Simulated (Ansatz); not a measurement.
# The perfect C wire along [100], 25 atoms a period, H-terminated, part 2 of 2

What gap, if any, does the C wire along [100], 25 atoms a period, H-terminated have, and how does it change with the functional?

Ansatz 0.2.0; DFT PBE, plane waves, PAW; relaxation of a wire's period; PAW set soft_1 (the session's first sound run).

So far. Step 2 (The relaxed wire): The cell's length comes to 3.671 Å with spin left out.

### Step 3. The wire at its relaxed period

This step: DFT PBE, plane waves, PAW; bands of a perfect wire; PAW set soft_1 (Ansatz 0.2.0).

At the relaxed period the bands are computed along the axis; those that cross an energy going forward count the channels that a perfect wire would open there.

input.yaml reads:

```yaml
crystal:
  lattice:
    - [15.233, 0.0, 0.0]
    - [0.0, 15.233, 0.0]
    - [0.0, 0.0, 3.6705897151]
  atoms:
    - { symbol: C, position: [0.324884352, 0.55734817, 0.006420124] }
    - { symbol: C, position: [0.441033558, 0.441033558, 0.998179078] }
    - { symbol: C, position: [0.442669201, 0.675133019, 0.006420124] }
    - { symbol: C, position: [0.55734817, 0.324884352, 0.006420124] }
    - { symbol: C, position: [0.558983813, 0.558983813, 0.998179078] }
    - { symbol: C, position: [0.675133019, 0.442669201, 0.006420124] }
    - { symbol: H, position: [0.223134458, 0.458259073, 0.085769974] }
    - { symbol: H, position: [0.34099565, 0.34099565, 0.096793088] }
    - { symbol: H, position: [0.458259073, 0.223134458, 0.085769974] }
    - { symbol: H, position: [0.541758298, 0.776882912, 0.085769974] }
    - { symbol: H, position: [0.65902172, 0.65902172, 0.096793088] }
    - { symbol: H, position: [0.776882912, 0.541758298, 0.085769974] }
    - { symbol: C, position: [0.266804158, 0.500008685, 0.25] }
    - { symbol: C, position: [0.384169708, 0.384169708, 0.25719459] }
    - { symbol: C, position: [0.384169708, 0.615847662, 0.24280541] }
    - { symbol: C, position: [0.500008685, 0.266804158, 0.25] }
    - { symbol: C, position: [0.500008685, 0.500008685, 0.25] }
    - { symbol: C, position: [0.500008685, 0.733213212, 0.25] }
    - { symbol: C, position: [0.615847662, 0.384169708, 0.24280541] }
    - { symbol: C, position: [0.615847662, 0.615847662, 0.25719459] }
    - { symbol: C, position: [0.733213212, 0.500008685, 0.25] }
    - { symbol: H, position: [0.223134458, 0.541758298, 0.414230026] }
    - { symbol: H, position: [0.34099565, 0.65902172, 0.403206912] }
    - { symbol: H, position: [0.458259073, 0.776882912, 0.414230026] }
    - { symbol: H, position: [0.541758298, 0.223134458, 0.414230026] }
    - { symbol: H, position: [0.65902172, 0.34099565, 0.403206912] }
    - { symbol: H, position: [0.776882912, 0.458259073, 0.414230026] }
    - { symbol: C, position: [0.324884352, 0.442669201, 0.493579876] }
    - { symbol: C, position: [0.442669201, 0.324884352, 0.493579876] }
    - { symbol: C, position: [0.441033558, 0.558983813, 0.501820922] }
    - { symbol: C, position: [0.558983813, 0.441033558, 0.501820922] }
    - { symbol: C, position: [0.55734817, 0.675133019, 0.493579876] }
    - { symbol: C, position: [0.675133019, 0.55734817, 0.493579876] }
    - { symbol: H, position: [0.282452981, 0.399107961, 0.654861953] }
    - { symbol: H, position: [0.399107961, 0.282452981, 0.654861953] }
    - { symbol: H, position: [0.60090941, 0.717564389, 0.654861953] }
    - { symbol: H, position: [0.717564389, 0.60090941, 0.654861953] }
    - { symbol: C, position: [0.381898626, 0.500008685, 0.75] }
    - { symbol: C, position: [0.500008685, 0.381898626, 0.75] }
    - { symbol: C, position: [0.500008685, 0.618118744, 0.75] }
    - { symbol: C, position: [0.618118744, 0.500008685, 0.75] }
    - { symbol: H, position: [0.282452981, 0.60090941, 0.845138047] }
    - { symbol: H, position: [0.399107961, 0.717564389, 0.845138047] }
    - { symbol: H, position: [0.60090941, 0.282452981, 0.845138047] }
    - { symbol: H, position: [0.717564389, 0.399107961, 0.845138047] }
kpoints:
  mp_grid: { grid: [1, 1, 22] }
  band_path: { path: ["Γ", Z], npoints: 90 }
scf:
  occupations: { method: fermi_dirac, width: 0.05 }
hamiltonian:
  xc: pbe
  pseudopotentials: { kind: paw, azcp: { folder: soft_1 } }
output:
  dos: { e_range: [-5, 4] }
  write_potential: true
  write_density: true
  volumetric_format: npy
```

Started as:

```sh
$ ansatz run input.yaml --threads 4 --pin off --max-ram 16384MiB --backend cpu --events-out ev --progress --plain --runs-dir out
```

Numbers of over 12 decimals in the logs are rounded to 6 here.

The program printed:

```text
[...]
Crystal: 45 atoms, lattice volume = 851.739 Å³
Basis set: ecut = 420 eV, 16613 PW (Γ)
Bands: 105, of which v1, the nominal top of the filled ones, is band 60 counted from 1 (59 counted from 0)
Symmetry: 8 space group operations
[...]
k-points: 12 of 22
[...]
SCF iter   1: F=—  HF=-6612.389178 eV  |F-HF|=—  |Δ(HF+E_count)|=         —  Δρ=7.74e-2  dr2=5.57e1  ethr=3.10e-3  ⟨swp⟩=8.0  Hψ=6994  notcnv=0  defer=137
[...]
SCF iter   9: F=-6592.906767 eV  HF=-6592.906767 eV  |F-HF|=1.74e-8  |Δ(HF+E_count)|=   6.90e-7  Δρ=2.09e-6  dr2=4.83e-8  ethr=8.33e-11  ⟨swp⟩=25.8  Hψ=11653  notcnv=0
SCF 1 converged in 9 iterations: F = -6592.906767 eV  dr2 = 4.83e-8
[...]
NSCF: frozen V_eff on 91 k-points
WARN: The output density's exchange-correlation potential varies sharply where the density is thin. Do not read a vacuum level from v_tot or v_xc, or from such a field of the output density. On a cell that repeats whose density bears no net charge and no dipole along the vacuum's axis use v_es (v_loc + v_h of the components); under efield.dipole_correction with no amplitude use v_es + v_field, which holds any externa [...]
SCF converged after 9 iterations
Free energy (F): -6592.906767 eV
[...]
Internal energy: -6592.906767 eV  (E = F + TS)
E sigma→0 (E₀):  -6592.906767 eV
Fermi energy:    0.370055 eV
[...]
--- Band table (eV; the first three rows and the last of 12) ---
  k-point 0: bands = [... 56 lower, -2.2868, -2.2437, -1.2474, -1.2474, 1.9679, 2.5342, 2.5342, 2.5412, ... 41 higher]
  k-point 1: bands = [... 56 lower, -2.3031, -2.1971, -1.2941, -1.2941, 1.9935, 2.5574, 2.5574, 2.5655, ... 41 higher]
  k-point 2: bands = [... 56 lower, -2.3510, -2.0873, -1.4274, -1.4274, 2.0687, 2.6259, 2.6259, 2.6371, ... 41 higher]
  k-point 11: bands = [... 56 lower, -3.4024, -3.3519, -2.9428, -2.9428, 4.2465, 4.6468, 4.7282, 4.7401, ... 41 higher]
```

It took 5.6 min on 4 threads of Arm Neoverse V1, shared host; peak memory 4.8 GiB; 22 min of CPU time.

In the SCF lines HF is the Harris–Foulkes energy and dr2 the Hartree energy of the density residual, in eV; the loop may stop once dr2 is under the threshold and the program's other checks hold. Hψ counts applications of the Hamiltonian.

Numbers from this step:

```
band gap : 3.215 eV
```

Electronic bands along the path, in eV, zero at the Fermi level; v1 is the highest filled band, c1 the lowest empty one:

| point | v4 | v3 | v2 | v1 | c1 | c2 | c3 | c4 |
| --- | --- | --- | --- | --- | --- | --- | --- | --- |
| Γ | -2.66 | -2.61 | -1.62 | -1.62 | 1.60 | 2.16 | 2.16 | 2.17 |
| halfway | -3.11 | -2.62 | -2.62 | -2.25 | 2.29 | 2.82 | 2.82 | 2.83 |
| Z | -3.77 | -3.72 | -3.31 | -3.31 | 3.88 | 4.28 | 4.36 | 4.37 |

The gap is 3.22 eV, with spin left out.

The path shows a direct gap of 3.22 eV (valence top at Γ, conduction bottom at Γ).

### Step 4. Levels at the same atoms, cutoff 500 eV, k-mesh 1×1×17

This step: DFT r2SCAN, plane waves, PAW; bands of a perfect wire at the PBE geometry; PAW set soft_1 (Ansatz 0.2.0).

The atoms stay at the PBE geometry and the functional changes. r2SCAN also reads the kinetic-energy density; it often gives larger moments and wider gaps than PBE, at a higher cost. Against the first PBE run of this kind, the cutoff is 500 eV against 420 and the mesh along the wire has 17 points against 22.

input.yaml, as its differences from that of step 3:

```diff
@@ -52,3 +52,3 @@
 kpoints:
-  mp_grid: { grid: [1, 1, 22] }
+  mp_grid: { grid: [1, 1, 17] }
   band_path: { path: ["Γ", Z], npoints: 90 }
@@ -57,8 +57,3 @@
 hamiltonian:
-  xc: pbe
+  xc: r2scan
   pseudopotentials: { kind: paw, azcp: { folder: soft_1 } }
-output:
-  dos: { e_range: [-5, 4] }
-  write_potential: true
-  write_density: true
-  volumetric_format: npy
```

The program printed:

```text
[...]
Crystal: 45 atoms, lattice volume = 851.739 Å³
Basis set: ecut = 500 eV, 21733 PW (Γ), exchange–correlation on 480×480×108 points (64 copies of the dense FFT grid, shifted against one another)
Bands: 105, of which v1, the nominal top of the filled ones, is band 60 counted from 1 (59 counted from 0)
Symmetry: 8 space group operations
[...]
k-points: 9 of 17
[...]
SCF iter   1: F=—  HF=-6626.855798 eV  |F-HF|=—  |Δ(HF+E_count)|=         —  Δρ=7.47e-2  dr2=5.08e1  dr2_τ=7.73e0  ethr=3.10e-3  ⟨swp⟩=8.3  Hψ=5426  notcnv=0  defer=143
[...]
SCF iter   9: F=-6612.802283 eV  HF=-6612.802283 eV  |F-HF|=3.10e-8  |Δ(HF+E_count)|=   5.91e-7  Δρ=1.40e-6  dr2=1.41e-8  dr2_τ=1.68e-9  ethr=8.33e-11  ⟨swp⟩=25.1  Hψ=8927  notcnv=0
SCF 1 converged in 9 iterations: F = -6612.802283 eV  dr2 = 1.41e-8
[...]
SCF converged after 9 iterations
Free energy (F): -6612.802283 eV
[...]
Internal energy: -6612.802283 eV  (E = F + TS)
E sigma→0 (E₀):  -6612.802283 eV
Fermi energy:    0.525110 eV
[...]
--- Band table (eV; the first three rows and the last of 9) ---
  k-point 0: bands = [... 56 lower, -2.4714, -2.3933, -1.3744, -1.3744, 2.4047, 2.9929, 2.9929, 3.0552, ... 41 higher]
  k-point 1: bands = [... 56 lower, -2.4998, -2.3187, -1.4550, -1.4550, 2.4491, 3.0328, 3.0328, 3.0986, ... 41 higher]
  k-point 2: bands = [... 56 lower, -2.5837, -2.1643, -1.6780, -1.6780, 2.5771, 3.1499, 3.1499, 3.2236, ... 41 higher]
  k-point 8: bands = [... 56 lower, -3.6175, -3.4103, -3.1150, -3.1150, 4.5757, 5.0567, 5.1394, 5.1394, ... 41 higher]
```

The job ended after 8 min (4 threads; peak memory 7.1 GiB).

This step gave:

```
band gap : 3.779 eV
```

Electronic bands along the path, in eV, zero at the Fermi level; v1 is the highest filled band, c1 the lowest empty one:

| point | v4 | v3 | v2 | v1 | c1 | c2 | c3 | c4 |
| --- | --- | --- | --- | --- | --- | --- | --- | --- |
| Γ | -3.00 | -2.92 | -1.90 | -1.90 | 1.88 | 2.47 | 2.47 | 2.53 |
| halfway | -3.47 | -2.94 | -2.94 | -2.56 | 2.59 | 3.14 | 3.15 | 3.15 |
| Z | -4.15 | -4.11 | -3.69 | -3.69 | 4.16 | 4.56 | 4.71 | 4.72 |

The gap is 3.78 eV, against 3.22 eV under PBE at the relaxed period.

### Step 5. Outcome

| Item | Value |
| --- | --- |
| cell length, PBE | 3.671 Å |
| gap, PBE | 3.22 eV |
| gap, r2SCAN | 3.78 eV |

In words: Under PBE the cell's length is 3.67 Å, and a gap of 3.22 eV makes it a semiconductor. At the relaxed period the wire is gapped under every functional, from 3.22 eV (PBE) to 3.78 eV (r2SCAN). Weak screening in one dimension makes quasiparticle gaps larger than the semilocal gaps, as a rule.

[Logs are printed without paths, hosts, clocks, repeated set-up lines and the standing remarks that a program may print on its own settings, such as how far it seeks lower states.]

[Hosts, paths, dates, database ids (printed as entryN), source tags and the programs' standing remarks are cut or masked in the printed files.]
